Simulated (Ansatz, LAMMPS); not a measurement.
# Glassy 32CaO-68Al2O3 (mol %) (113 atoms): geometry optimisation, part 2 of 3

Wanted: the relaxed structure of glassy 32CaO-68Al2O3 (mol %) (113 atoms) and its electronic structure.

Ansatz 0.2.0; Kohn-Sham DFT, revPBE, PAW (set soft_2), plane waves.

The cell: 9 Ca, 38 Al and 66 O. The quench rate of 50 K/ps is orders of magnitude faster than experiment. The network of bonds at the start is that of the classical potential that made the cell. Sampling is at Γ alone, for a cell whose shortest periodic width is 11 Å.

So far. Step 3 (Single point at the start): The r.m.s. force component of 0.99 eV/Å and the pressure of 11 GPa set the starting point.

### Step 4. Cell and atoms relaxed

Cell and atoms are freed together, to release stress as well as forces.

input.yaml reads:

```yaml
crystal:
  lattice:
    - [10.776, 0.0, 0.0]
    - [0.0, 10.776, 0.0]
    - [0.0, 0.0, 10.776]
  atoms:
    [... the 113 atom lines of step 3 ...]
kpoints:
  mp_grid: { grid: [1, 1, 1] }
hamiltonian:
  xc: revpbe
scf:
  occupations: { method: gaussian, width: 0.025 }
output:
  forces: true
relax:
  f_tol: 0.03
  max_steps: 200
  cell: {}
```

The run is started by

```sh
ansatz run input.yaml --threads 4 --pin off --max-ram 8192MiB --backend cpu --events-out ev --progress --plain --runs-dir out
```

Numbers of over 12 decimals in the logs are rounded to 6 here.

The program printed:

```text
[...]
Crystal: 113 atoms, lattice volume = 1251.333 Å³
Basis set: ecut = 420 eV, 24405 PW (Γ), exchange–correlation on 150×150×150 points (8 copies of the dense FFT grid, shifted against one another)
Bands: 413, of which v1, the nominal top of the filled ones, is band 300 counted from 1 (299 counted from 0)
Symmetry: 1 space group operations
[...]
k-points: 1
[...]
SCF iter   1: F=—  HF=-74566.615800 eV  |F-HF|=—  |Δ(HF+E_count)|=         —  Δρ=4.10e-3  dr2=2.77e-1  ethr=1.77e-3  ⟨swp⟩=7.0  Hψ=1988  notcnv=0  defer=70
[...]
SCF iter  10: F=-74566.566300 eV  HF=-74566.566300 eV  |F-HF|=3.42e-8  |Δ(HF+E_count)|=   8.31e-8  Δρ=1.72e-6  dr2=3.45e-8  ethr=1.67e-11  ⟨swp⟩=4.0  Hψ=1219  notcnv=0
SCF 1 converged in 10 iterations: F = -74566.566300 eV  dr2 = 3.45e-8
[...]
relax step   1: F+E_penalty+E_count = -74566.56629965 eV  Δ(F+E_penalty+E_count) = +0.000e0 eV  max|allowed force component| = 3.628e0 eV/Å  Δτ_max = 0.0000 Å  P = +11.377 GPa  Ω = 1251.333 Å³  (10 SCF iters, dr2 threshold 1.00e-7 eV, accepted)
[... from here on, the SCF cycles and remarks between the steps are left out ...]
relax step   2: F+E_penalty+E_count = -74572.30991911 eV  Δ(F+E_penalty+E_count) = -5.744e0 eV  max|allowed force component| = 2.163e0 eV/Å  Δτ_max = 0.1950 Å  P = +5.666 GPa  Ω = 1286.643 Å³  energy of the carried Pulay correction = -1.278e-1 eV  (8 SCF iters, dr2 threshold 1.13e-5 eV, accepted)
relax step   3: F+E_penalty+E_count = -74575.36304959 eV  Δ(F+E_penalty+E_count) = -3.053e0 eV  max|allowed force component| = 7.205e-1 eV/Å  Δτ_max = 0.1949 Å  P = -0.455 GPa  Ω = 1332.925 Å³  energy of the carried Pulay correction = -2.900e-1 eV  (9 SCF iters, dr2 threshold 1.13e-5 eV, accepted)
relax step   4: F+E_penalty+E_count = -74576.29793342 eV  Δ(F+E_penalty+E_count) = -9.349e-1 eV  max|allowed force component| = 3.836e-1 eV/Å  Δτ_max = 0.2000 Å  P = -0.202 GPa  Ω = 1333.828 Å³  energy of the carried Pulay correction = -2.931e-1 eV  (8 SCF iters, dr2 threshold 1.13e-5 eV, accepted)
relax step   5: F+E_penalty+E_count = -74576.75872806 eV  Δ(F+E_penalty+E_count) = -4.608e-1 eV  max|allowed force component| = 1.796e-1 eV/Å  Δτ_max = 0.2000 Å  P = +0.060 GPa  Ω = 1335.171 Å³  energy of the carried Pulay correction = -2.977e-1 eV  (8 SCF iters, dr2 threshold 9.19e-6 eV, accepted)
relax step   6: F+E_penalty+E_count = -74576.96369225 eV  Δ(F+E_penalty+E_count) = -2.050e-1 eV  max|allowed force component| = 1.627e-1 eV/Å  Δτ_max = 0.2000 Å  P = +0.106 GPa  Ω = 1338.452 Å³  energy of the carried Pulay correction = -3.090e-1 eV  (9 SCF iters, dr2 threshold 2.02e-6 eV, accepted)
relax step   7: F+E_penalty+E_count = -74577.05765747 eV  Δ(F+E_penalty+E_count) = -9.397e-2 eV  max|allowed force component| = 1.112e-1 eV/Å  Δτ_max = 0.2000 Å  P = -0.056 GPa  Ω = 1347.139 Å³  energy of the carried Pulay correction = -3.387e-1 eV  (9 SCF iters, dr2 threshold 1.65e-6 eV, accepted)
relax step   8: F+E_penalty+E_count = -74577.06352023 eV  Δ(F+E_penalty+E_count) = -5.863e-3 eV  max|allowed force component| = 2.694e-1 eV/Å  Δτ_max = 0.2000 Å  P = +0.059 GPa  Ω = 1349.238 Å³  energy of the carried Pulay correction = -3.458e-1 eV  (9 SCF iters, dr2 threshold 7.73e-7 eV, accepted)
relax step   9: F+E_penalty+E_count = -74577.08828374 eV  Δ(F+E_penalty+E_count) = -2.476e-2 eV  max|allowed force component| = 1.732e-1 eV/Å  Δτ_max = 0.0615 Å  P = +0.061 GPa  Ω = 1349.624 Å³  energy of the carried Pulay correction = -3.471e-1 eV  (7 SCF iters, dr2 threshold 4.54e-6 eV, accepted)
relax step  10: F+E_penalty+E_count = -74577.10776310 eV  Δ(F+E_penalty+E_count) = -1.948e-2 eV  max|allowed force component| = 1.240e-1 eV/Å  Δτ_max = 0.2000 Å  P = -0.109 GPa  Ω = 1355.822 Å³  energy of the carried Pulay correction = -3.682e-1 eV  (9 SCF iters, dr2 threshold 1.88e-6 eV, accepted)
relax step  11: F+E_penalty+E_count = -74577.11425434 eV  Δ(F+E_penalty+E_count) = -6.491e-3 eV  max|allowed force component| = 2.070e-1 eV/Å  Δτ_max = 0.0496 Å  P = +0.136 GPa  Ω = 1354.626 Å³  energy of the carried Pulay correction = -3.641e-1 eV  (7 SCF iters, dr2 threshold 9.61e-7 eV, accepted)
relax step  12: F+E_penalty+E_count = -74577.12786644 eV  Δ(F+E_penalty+E_count) = -1.361e-2 eV  max|allowed force component| = 2.493e-2 eV/Å  Δτ_max = 0.0276 Å  P = +0.014 GPa  Ω = 1354.950 Å³  energy of the carried Pulay correction = -3.652e-1 eV  (7 SCF iters, dr2 threshold 2.68e-6 eV, accepted)
relax step  13: F+E_penalty+E_count = -74577.80787819 eV  Δ(F+E_penalty+E_count) = -6.800e-1 eV  max|allowed force component| = 2.511e-2 eV/Å  Δτ_max = 0.0000 Å  P = +0.828 GPa  Ω = 1354.950 Å³  stress off target by 1.12e0 GPa  SCF on the basis re-selected at this cell (its energy is not comparable with the rows above)  (9 SCF iters)
[...]
relax step  18: F+E_penalty+E_count = -74577.78728811 eV  Δ(F+E_penalty+E_count) = +2.207e-2 eV  max|allowed force component| = 5.062e-1 eV/Å  Δτ_max = 0.1463 Å  P = +0.088 GPa  Ω = 1375.968 Å³  energy of the carried Pulay correction = -7.587e-2 eV  (9 SCF iters, dr2 threshold 4.07e-7 eV, rejected (line search))
relax step  19: F+E_penalty+E_count = -74577.81771565 eV  Δ(F+E_penalty+E_count) = -8.362e-3 eV  max|allowed force component| = 1.010e-1 eV/Å  Δτ_max = 0.0731 Å  P = +0.020 GPa  Ω = 1374.291 Å³  energy of the carried Pulay correction = -6.944e-2 eV  (12 SCF iters, accepted)
relax step  20: F+E_penalty+E_count = -74577.82593542 eV  Δ(F+E_penalty+E_count) = -8.220e-3 eV  max|allowed force component| = 1.030e-1 eV/Å  Δτ_max = 0.0731 Å  P = -0.000 GPa  Ω = 1376.376 Å³  energy of the carried Pulay correction = -7.742e-2 eV  (7 SCF iters, dr2 threshold 6.38e-7 eV, accepted)
relax step  21: F+E_penalty+E_count = -74577.82388492 eV  Δ(F+E_penalty+E_count) = +2.050e-3 eV  max|allowed force component| = 2.572e-1 eV/Å  Δτ_max = 0.1097 Å  P = -0.007 GPa  Ω = 1378.879 Å³  energy of the carried Pulay correction = -8.714e-2 eV  (8 SCF iters, dr2 threshold 6.63e-7 eV, accepted)
relax step  22: F+E_penalty+E_count = -74577.83220501 eV  Δ(F+E_penalty+E_count) = -8.320e-3 eV  max|allowed force component| = 2.624e-1 eV/Å  Δτ_max = 0.1688 Å  P = +0.086 GPa  Ω = 1378.963 Å³  energy of the carried Pulay correction = -8.749e-2 eV  (8 SCF iters, dr2 threshold 4.13e-6 eV, accepted)
relax step  23: F+E_penalty+E_count = -74577.07523904 eV  Δ(F+E_penalty+E_count) = +7.570e-1 eV  max|allowed force component| = 1.163e0 eV/Å  Δτ_max = 0.1951 Å  P = -0.159 GPa  Ω = 1372.183 Å³  energy of the carried Pulay correction = -6.165e-2 eV  (9 SCF iters, dr2 threshold 4.30e-6 eV, rejected (line search))
relax step  24: F+E_penalty+E_count = -74577.86010794 eV  Δ(F+E_penalty+E_count) = -2.790e-2 eV  max|allowed force component| = 1.179e-1 eV/Å  Δτ_max = 0.0975 Å  P = -0.052 GPa  Ω = 1381.914 Å³  energy of the carried Pulay correction = -9.909e-2 eV  (13 SCF iters, accepted)
relax step  25: F+E_penalty+E_count = -74577.86554054 eV  Δ(F+E_penalty+E_count) = -5.433e-3 eV  max|allowed force component| = 1.079e-1 eV/Å  Δτ_max = 0.0656 Å  P = -0.038 GPa  Ω = 1382.270 Å³  energy of the carried Pulay correction = -1.005e-1 eV  (7 SCF iters, dr2 threshold 8.69e-7 eV, accepted)
relax step  26: F+E_penalty+E_count = -74577.86964480 eV  Δ(F+E_penalty+E_count) = -4.104e-3 eV  max|allowed force component| = 5.391e-2 eV/Å  Δτ_max = 0.0719 Å  P = +0.027 GPa  Ω = 1381.372 Å³  energy of the carried Pulay correction = -9.697e-2 eV  (8 SCF iters, dr2 threshold 7.27e-7 eV, accepted)
relax step  27: F+E_penalty+E_count = -74577.87726932 eV  Δ(F+E_penalty+E_count) = -7.625e-3 eV  max|allowed force component| = 2.891e-2 eV/Å  Δτ_max = 0.0590 Å  P = -0.004 GPa  Ω = 1381.067 Å³  energy of the carried Pulay correction = -9.575e-2 eV  (8 SCF iters, dr2 threshold 1.82e-7 eV, accepted)
relax step  28: F+E_penalty+E_count = -74577.98960612 eV  Δ(F+E_penalty+E_count) = -1.123e-1 eV  max|allowed force component| = 2.927e-2 eV/Å  Δτ_max = 0.0000 Å  P = +0.042 GPa  Ω = 1381.067 Å³  stress off target by 1.43e-1 GPa  SCF on the basis re-selected at this cell (its energy is not comparable with the rows above)  (7 SCF iters)
relax step  29: F+E_penalty+E_count = -74577.98684378 eV  Δ(F+E_penalty+E_count) = +2.762e-3 eV  max|allowed force component| = 1.787e-2 eV/Å  Δτ_max = 0.0197 Å  P = +0.007 GPa  Ω = 1382.466 Å³  energy of the carried Pulay correction = -4.607e-3 eV  (8 SCF iters, dr2 threshold 5.10e-8 eV, accepted)
relax step  30: F+E_penalty+E_count = -74577.99142675 eV  Δ(F+E_penalty+E_count) = -4.583e-3 eV  max|allowed force component| = 1.792e-2 eV/Å  Δτ_max = 0.0000 Å  P = +0.009 GPa  Ω = 1382.466 Å³  stress off target by 1.81e-2 GPa  SCF on the basis re-selected at this cell (its energy is not comparable with the rows above)  (5 SCF iters)
[...]
SCF converged after 5 iterations
Free energy (F): -74577.991427 eV
[...]
Internal energy: -74577.991427 eV  (E = F + TS)
E sigma→0 (E₀):  -74577.991427 eV
Fermi energy:    7.032855 eV
[...]
--- Forces (eV/Å), atoms counted from 1 ---
  atom   1  Ca    -0.00200305    -0.00244961    -0.01508219
  atom   2  Ca     0.00079229     0.00578451     0.00121351
  atom   3  Ca     0.00239958     0.00413036    -0.00495821
  atom   4  Ca     0.00521895     0.00162960     0.00032863
  atom   5  Ca     0.01792291    -0.00025486     0.00817351
  atom   6  Ca    -0.00369547    -0.01261994    -0.01311993
  atom   7  Ca     0.00673036    -0.00088906    -0.00075115
  atom   8  Ca    -0.00598385    -0.00348900     0.00034917
  atom   9  Ca     0.00127650     0.00002697     0.00718938
  atom  10  Al     0.00151822     0.00350423    -0.00097088
  atom  11  Al    -0.00105384     0.00241588     0.00397549
  atom  12  Al     0.00083817     0.00374376     0.00697193
  atom  13  Al    -0.00487839    -0.00028366     0.00023195
  atom  14  Al    -0.00368652    -0.00231490    -0.00543591
[...]
atom 112  O     -0.00192019    -0.00180331    -0.00270202
  atom 113  O     -0.00328114    -0.00712359     0.00321805
  max |Σ_I F_I| component: 1.32e-4 eV/Å
--- Stress (GPa, compression-positive) ---
        0.005008      -0.006432       0.003062
       -0.006432       0.012630      -0.002779
        0.003047      -0.002782       0.009207
  P = ⅓ Tr σ = 0.0089 GPa (0.089 kbar)
--- Relaxed structure (27 steps of the walk, 24 accepted, 3 SCFs on fresh bases) ---
  F+E_penalty+E_count = -74577.99142675 eV   max|allowed force component| = 1.792e-2 eV/Å   (the final SCF, on the basis selected at the relaxed cell)
  cell:  # Å, volume = 1382.4656 Å³
    - [10.874771, 0.134561, 0.193965]
    - [0.134561, 11.154776, -0.068466]
    - [0.193965, -0.068466, 11.402160]
  atoms:
    - { symbol: Ca, position: [0.917999, 0.618675, 0.067235] }
    - { symbol: Ca, position: [0.703253, 0.942369, 0.252332] }
    - { symbol: Ca, position: [0.805011, 0.867234, 0.923216] }
    - { symbol: Ca, position: [0.062354, 0.894987, 0.174846] }
[...]
- { symbol: O, position: [0.758666, 0.779037, 0.108223] }
```

Run time: 8.8 min. Hardware: 4 threads of Arm Neoverse V1, shared host; peak memory 1.8 GiB; 34 min of CPU time.

The steps of the relaxation (22 of 30):

| step | energy less that of the first step (eV) | largest force component (eV/Å) | pressure (GPa) | volume (Å³) |
| --- | --- | --- | --- | --- |
| 1 | 0.0000 | 3.6281 | 11.38 | 1251.33 |
| 2 | -5.7436 | 2.1634 | 5.67 | 1286.64 |
| 4 | -9.7316 | 0.3836 | -0.20 | 1333.83 |
| 5 | -10.1924 | 0.1796 | 0.06 | 1335.17 |
| 7 | -10.4914 | 0.1112 | -0.06 | 1347.14 |
| 8 | -10.4972 | 0.2694 | 0.06 | 1349.24 |
| 9 | -10.5220 | 0.1732 | 0.06 | 1349.62 |
| 11 | -10.5480 | 0.2070 | 0.14 | 1354.63 |
| 12 | -10.5616 | 0.0249 | 0.01 | 1354.95 |
| 13* | -11.2416 | 0.0251 | 0.83 | 1354.95 |
| 15 | -11.2238 | 0.1462 | 0.02 | 1369.36 |
| 16 | -11.2436 | 0.0411 | 0.01 | 1369.47 |
| 18 | -11.2210 | 0.5062 | 0.09 | 1375.97 |
| 19 | -11.2514 | 0.1010 | 0.02 | 1374.29 |
| 20 | -11.2596 | 0.1030 | 0.00 | 1376.38 |
| 22 | -11.2659 | 0.2624 | 0.09 | 1378.96 |
| 23 | -10.5089 | 1.1631 | -0.16 | 1372.18 |
| 24 | -11.2938 | 0.1179 | -0.05 | 1381.91 |
| 26 | -11.3033 | 0.0539 | 0.03 | 1381.37 |
| 27 | -11.3110 | 0.0289 | 0.00 | 1381.07 |
| 29 | -11.4205 | 0.0179 | 0.01 | 1382.47 |
| 30* | -11.4251 | 0.0179 | 0.01 | 1382.47 |

Relaxation steps marked * repeat the geometry before them on a plane-wave basis chosen anew for their cell, so energy and pressure can jump there. Other such steps can lie between the rows shown. Relaxation steps 15, 18, 23 were tried and not accepted.

| cell as run | before | after | change |
| --- | --- | --- | --- |
| a (Å) | 10.776 | 10.877 | +0.9 % |
| b (Å) | 10.776 | 11.156 | +3.5 % |
| c (Å) | 10.776 | 11.404 | +5.8 % |
| α (°) | 90.00 | 90.68 | +0.8 % |
| β (°) | 90.00 | 88.01 | -2.2 % |
| γ (°) | 90.00 | 88.61 | -1.5 % |
| volume (Å³/atom) | 11.07 | 12.23 | +10.5 % |

The atoms that moved most (Å, as changes of fractional coordinates times the final cell):

| atom | dx | dy | dz | length |
| --- | --- | --- | --- | --- |
| Al33 | 0.404 | -0.093 | 0.786 | 0.889 |
| O108 | 0.597 | -0.126 | 0.411 | 0.736 |
| O63 | -0.522 | 0.237 | -0.395 | 0.696 |
| Ca4 | 0.430 | -0.061 | 0.515 | 0.674 |
| O96 | 0.093 | -0.462 | 0.481 | 0.673 |
| O105 | 0.066 | 0.532 | -0.403 | 0.670 |
| O85 | -0.486 | 0.271 | 0.293 | 0.629 |
| O94 | -0.411 | -0.433 | -0.171 | 0.621 |

The relaxation changed the energy by -101 meV/atom, and atoms moved by 0.36 Å r.m.s., 0.89 Å at most.

### Step 5. Local order after relaxation

Bonds before and after, by the cutoffs listed below:

| pair | bonds before | bonds after | mean before (Å) | mean after (Å) | spread before (Å) | spread after (Å) |
| --- | --- | --- | --- | --- | --- | --- |
| O-Al | 173 | 167 | 1.832 | 1.844 | 0.137 | 0.080 |
| O-Ca | 61 | 56 | 2.516 | 2.497 | 0.200 | 0.168 |

Density 2.93 g/cm³, 12.23 Å³ an atom.

g(r), total and by pair (bins of 0.2 Å):

| r (Å) | total | O-O | O-Al | O-Ca | Al-Al | Al-Ca | Ca-Ca |
| --- | --- | --- | --- | --- | --- | --- | --- |
| 1.70 | 1.71 | 0.00 | 4.35 | 0.00 | 0.00 | 0.00 | 0.00 |
| 1.90 | 2.33 | 0.00 | 5.91 | 0.00 | 0.00 | 0.00 | 0.00 |
| 2.10 | 0.23 | 0.00 | 0.58 | 0.00 | 0.00 | 0.00 | 0.00 |
| 2.30 | 0.27 | 0.00 | 0.00 | 2.92 | 0.00 | 0.00 | 0.00 |
| 2.50 | 0.68 | 0.84 | 0.03 | 3.91 | 0.12 | 0.00 | 0.00 |
| 2.70 | 1.16 | 2.50 | 0.20 | 1.16 | 1.05 | 0.00 | 0.00 |
| 2.90 | 1.39 | 3.12 | 0.34 | 0.44 | 1.18 | 0.37 | 0.00 |
| 3.10 | 1.19 | 1.52 | 0.39 | 0.38 | 3.25 | 2.12 | 0.00 |
| 3.30 | 1.08 | 0.91 | 0.72 | 0.50 | 2.35 | 3.13 | 1.30 |
| 3.50 | 1.02 | 0.80 | 1.11 | 0.67 | 1.32 | 1.58 | 2.22 |
| 3.70 | 0.87 | 0.55 | 1.12 | 0.67 | 0.56 | 1.90 | 2.01 |
| 3.90 | 0.88 | 0.50 | 1.15 | 1.02 | 0.56 | 1.48 | 3.46 |
| 4.10 | 0.94 | 0.63 | 1.38 | 0.77 | 0.53 | 0.57 | 2.50 |
| 4.30 | 0.99 | 0.56 | 1.60 | 0.80 | 0.70 | 0.18 | 0.71 |
| 4.50 | 1.14 | 0.83 | 1.61 | 1.15 | 0.79 | 0.40 | 0.00 |
| 4.70 | 1.08 | 1.18 | 1.06 | 1.38 | 0.93 | 0.59 | 0.62 |
| 4.90 | 0.99 | 1.21 | 0.82 | 1.31 | 0.92 | 0.54 | 0.58 |
| 5.10 | 0.99 | 1.29 | 0.60 | 1.55 | 1.08 | 0.74 | 1.58 |
| 5.30 | 1.05 | 1.30 | 0.76 | 1.12 | 1.30 | 0.92 | 0.97 |

Bonds by pair of elements; cutoffs follow the first minimum of g(r), held within bounds set by covalent radii, and pairs that aren't listed don't count as bonded:

| pair A-B | cutoff (Å) | bonds | mean length (Å) | spread (Å) | shortest (Å) | B about A | A about B |
| --- | --- | --- | --- | --- | --- | --- | --- |
| O-Al | 2.33 | 167 | 1.84 | 0.08 | 1.71 | 2.53 | 4.39 |
| O-Ca | 3.02 | 56 | 2.50 | 0.168 | 2.23 | 0.848 | 6.22 |

How many atoms have how many bonded neighbours:

| element | mean | 3 | 4 | 5 | 6 | 7 | 8 |
| --- | --- | --- | --- | --- | --- | --- | --- |
| Al | 4.39 | 0 | 23 | 15 | 0 | 0 | 0 |
| Ca | 6.22 | 0 | 1 | 2 | 2 | 2 | 2 |
| O | 3.38 | 44 | 19 | 3 | 0 | 0 | 0 |

Bond angles (no mean is given where the spread exceeds 20°):

| angle | count | mean (°) | spread (°) |
| --- | --- | --- | --- |
| O-Al-O | 288 | - | - |
| O-Ca-O | 154 | - | - |
| Al-O-Al | 138 | 118 | 17.6 |
| Al-O-Ca | 115 | 104 | 17.3 |
| Ca-O-Ca | 23 | - | - |

Oxygen atoms by the number of network formers (Si, P, Ge, B, Al, As, Ga) bound to them:

| network formers bound to O | O atoms | per cent |
| --- | --- | --- |
| 0 | 0 | 0 |
| 1 | 2 | 3 |
| 2 | 27 | 40.9 |
| 3 | 37 | 56.1 |

Network units: each former by its oxygen neighbours and how many of them bridge to another former:

| former | O neighbours | bridging O | atoms |
| --- | --- | --- | --- |
| Al | 4 | 3 | 2 |
| Al | 4 | 4 | 21 |
| Al | 5 | 5 | 15 |

Bond length by coordination (bonds to H left out):

| element | coordination | atoms | mean bond length (Å) |
| --- | --- | --- | --- |
| Al | 4 | 23 | 1.79 |
| Al | 5 | 15 | 1.90 |
| Ca | 4 | 1 | 2.32 |
| Ca | 5 | 2 | 2.45 |
| Ca | 6 | 2 | 2.48 |
| Ca | 7 | 2 | 2.51 |
| Ca | 8 | 2 | 2.58 |
| O | 3 | 44 | 1.90 |
| O | 4 | 19 | 2.13 |
| O | 5 | 3 | 2.33 |

Rings of the network by King's shortest-path rule, up to 12 atoms, one path for each pair of neighbours; H, halogens, alkali and alkaline-earth atoms are left out, and the last column divides by all other atoms, bonded or not:

| ring size (atoms) | rings | per network atom |
| --- | --- | --- |
| 4 | 14 | 0.135 |
| 6 | 37 | 0.356 |
| 8 | 57 | 0.548 |
| 10 | 30 | 0.288 |
| 12 | 18 | 0.173 |

For some of the pairs, g(r) has its first main peak near 2.8 Å (O-O), 1.8 Å (O-Al), 2.5 Å (O-Ca), 3.1 Å (Al-Al) and 3.2 Å (Al-Ca). With the cutoffs above, 61 % of Al atoms have 4 and 67 % of O atoms have 3 bonded neighbours. 41 % of the oxygens bridge two formers (Al) and 3 % are non-bridging; 56 % join three. The commonest Al unit has 4 oxygens, 4 of them shared with other formers (21 of 38 atoms). Rings of 8 atoms are the most common (37 % of those counted); sizes run from 4 to 12, where the search stops.

[end of part 2 of 3]

[Logs are printed without paths, hosts, clocks, repeated set-up lines and the standing remarks that a program may print on its own settings, such as how far it seeks lower states.]

[Hosts, paths, dates, database ids (printed as entryN), source tags and the programs' standing remarks are cut or masked in the printed files.]
